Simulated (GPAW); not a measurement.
# Si/Rh(110) in an electric field, part 2 of 2

Wanted: the out-of-plane polarisability of Si/Rh(110).

GPAW 26.7.0; GPAW, PAW setups; slab in vacuum, relaxation (the session's first sound run).

So far. Step 9 (In a field): The dipole is now 0.107 e Å, against -0.0020 in the run without a field.

## 10. In a field

The input, run.py:

```python
import json
import numpy as np
from ase import Atoms
from gpaw import GPAW, PW
from gpaw.external import ConstantElectricField

slab = Atoms(
    ['Rh', 'Rh', 'Rh', 'Rh', 'Rh', 'Si'],
    positions=[
        [0.00000, 0.00000, 8.00000],
        [1.90000, 1.34350, 9.34350],
        [0.00000, 0.00000, 10.68701],
        [1.90000, 1.34350, 12.08198],
        [0.00000, -0.00000, 13.42528],
        [1.90000, -0.00000, 14.72121]],
    cell=[[3.8, 0.0, 0.0], [0.0, 2.68701, 0.0], [0.0, 0.0, 23.23062]],
    pbc=[True, True, False])

slab.calc = GPAW(mode=PW(400), xc='PBE', kpts={'size': (8, 12, 1), 'gamma': True},
                 occupations={'name': 'fermi-dirac', 'width': 0.1}, nbands='200%',
                 convergence={'density': 1e-05}, maxiter=200,
                 poissonsolver={'dipolelayer': 'xy'},
                 external=ConstantElectricField(0.3, [0, 0, 1]),
                 symmetry={'tolerance': 1e-3}, txt='slab.txt')
result = {}
energy = slab.get_potential_energy()
fermi = slab.calc.get_fermi_level()
v = slab.calc.get_electrostatic_potential().mean((0, 1)) - fermi
n = slab.calc.get_pseudo_density().mean((0, 1))
L = slab.cell[2, 2]
z = np.arange(len(v)) * L / len(v)
low, high = slab.positions[:, 2].min(), slab.positions[:, 2].max()
below, above = np.interp([low - 5.8, high + 5.8], z, v)
slopes = [np.interp(x, z, np.gradient(v, z)) for x in (low - 5.8, high + 5.8)]
eps = np.array([[slab.calc.get_eigenvalues(k, s) for k in range(len(slab.calc.get_ibz_k_points()))]
                for s in range(slab.calc.get_number_of_spins())]) - fermi
top, bottom = eps[eps < 0].max(), eps[eps > 0].min()
dipole = slab.get_dipole_moment()[2]
print(f'energy {energy:.4f} eV, Fermi level {fermi:.4f} eV, dipole {dipole:.5f} e A')
print(f'potential 5.8 A off the faces, from the Fermi level: lower {below:.4f} eV, upper {above:.4f} eV')
print(f'slope of the potential there: lower {slopes[0]:.5f}, upper {slopes[1]:.5f} eV/A')
print(f'nearest levels on the mesh: {top:.4f} and {bottom:.4f} eV')
print('magnetic moment', round(slab.get_magnetic_moment(), 3))
result.update(energy=energy, fermi=fermi, dipole=dipole, below=below, above=above, slopes=slopes, edges=[top, bottom],
              z=z.tolist(), v=v.tolist(), n=n.tolist(), positions=slab.positions.tolist(),
              forces=slab.get_forces(apply_constraint=False).tolist(), moments=slab.get_magnetic_moments().tolist())
json.dump(result, open('result.json', 'w'))
```

On the command line:

```console
$ OMP_NUM_THREADS=1 OPENBLAS_NUM_THREADS=1 python run.py
```

Wall time 13 min (1 thread of Arm Neoverse V1, shared host); peak memory 0.55 GiB.

The electrostatic potential energy of an electron (without an applied field's), less the Fermi level, planar mean oscillates, so the rows of the table below give means over windows of 1.4 Å about each position, cut where the curve ends. Its maxima inside the range that stand out by 2 % of the span (Å: eV): 0.9: 6.17, 8.7: -6.97, 10.0: -7.73, 11.4: -7.22, 12.8: -8.60, 14.1: -8.61. Its minima: 8.1: -13.4, 9.4: -14.8, 10.6: -15.1, 12.0: -15.4, 13.4: -16.1, 14.7: -12.7.

Electrostatic potential energy of an electron (without an applied field's), less the Fermi level, planar mean against z; means over each step:

z (Å), electrostatic potential energy of an electron (without an applied field's), less the Fermi level, planar mean (eV) and a bar from the least value:
```
     0.70        6.0 ##############################
     2.10        6.2 ##############################
     3.50        6.2 ##############################
     4.90        6.1 ##############################
     6.30        5.4 #############################
     7.70       -6.7 #########
     9.10      -10.8 ##
    10.50      -11.2 ##
    11.90      -11.4 #
    13.30      -12.2 
    14.70       -9.2 #####
    16.10        1.8 #######################
    17.50        3.3 #########################
    18.90        3.3 #########################
    20.30        3.3 #########################
    21.70        3.3 #########################
    23.10        3.5 ##########################
```

The dipole is now 0.161 e Å, against -0.0020 in the run without a field.

## 11. The series

The members are put on one axis.

This step: induced dipole against applied field (GPAW 26.7.0).

Dipole along the normal against field:

| field (V/Å) | dipole along the normal (e·Å) |
| --- | --- |
| -0.200 | -0.111 |
| -0.100 | -0.0563 |
| -0.050 | -0.0292 |
| 0.000 | -0.00201 |
| 0.050 | 0.0252 |
| 0.100 | 0.0523 |
| 0.200 | 0.107 |
| 0.300 | 0.161 |

## 12. A changed run

One more run, with changed settings.

This step: GPAW, PAW setups; slab in vacuum (GPAW 26.7.0).

Edit run.py of step 10 so:

```diff
@@ -4,3 +4,2 @@
 from gpaw import GPAW, PW
-from gpaw.external import ConstantElectricField
 
@@ -18,7 +17,6 @@
 
-slab.calc = GPAW(mode=PW(400), xc='PBE', kpts={'size': (8, 12, 1), 'gamma': True},
+slab.calc = GPAW(mode=PW(400), xc='pbe96', kpts={'size': (8, 12, 1), 'gamma': True},
                  occupations={'name': 'fermi-dirac', 'width': 0.1}, nbands='200%',
-                 convergence={'density': 1e-05}, maxiter=200,
+                 convergence={'density': 1e-05}, maxiter=100,
                  poissonsolver={'dipolelayer': 'xy'},
-                 external=ConstantElectricField(0.3, [0, 0, 1]),
                  symmetry={'tolerance': 1e-3}, txt='slab.txt')
```

It took 0.8 s on 1 thread; peak memory 0.1 GiB.

The program refused the input before any cycle.

The program's message: “NameError: Unknown functional: pbe96.”

The change that led to it: xc = "pbe96".

## 13. What came out

```yaml
work_function_upper_and_lower_face: 4.641 and 4.605 eV
dipole_along_the_normal: -0.00201 e Å
induced_dipole_per_field: 0.544 e Å per V/Å
out_of_plane_polarisability_per_area_alpha_eps_0_a: 9.64 Å
```

**Reading.** The field induces 0.544 e Å per V/Å, a polarisable thickness α/(ε0 A) of 9.64 Å beside 6.72 Å between the outermost nuclei. A perfect conductor would give the distance between its two image planes; a dielectric of thickness t gives t(1 - 1/ε). The induced dipole is linear in the field over this range. The cell of 10.2 Å² holds one Si, started on one chosen site; other sites and coverages weren't tried. The small printed dipole stands for a step of 36 meV from the lower to the upper face, and the probes find 36 meV; values this small are near the numerical noise of both. The in-plane lattice was kept as typed, which isn't the functional's own and leaves some strain; spin-orbit coupling and temperature are left out.

[Logs are printed without paths, hosts, clocks, repeated set-up lines and the standing remarks that a program may print on its own settings, such as how far it seeks lower states.]

[Hosts, paths, dates, database ids (printed as entryN), source tags and the programs' standing remarks are cut or masked in the printed files.]
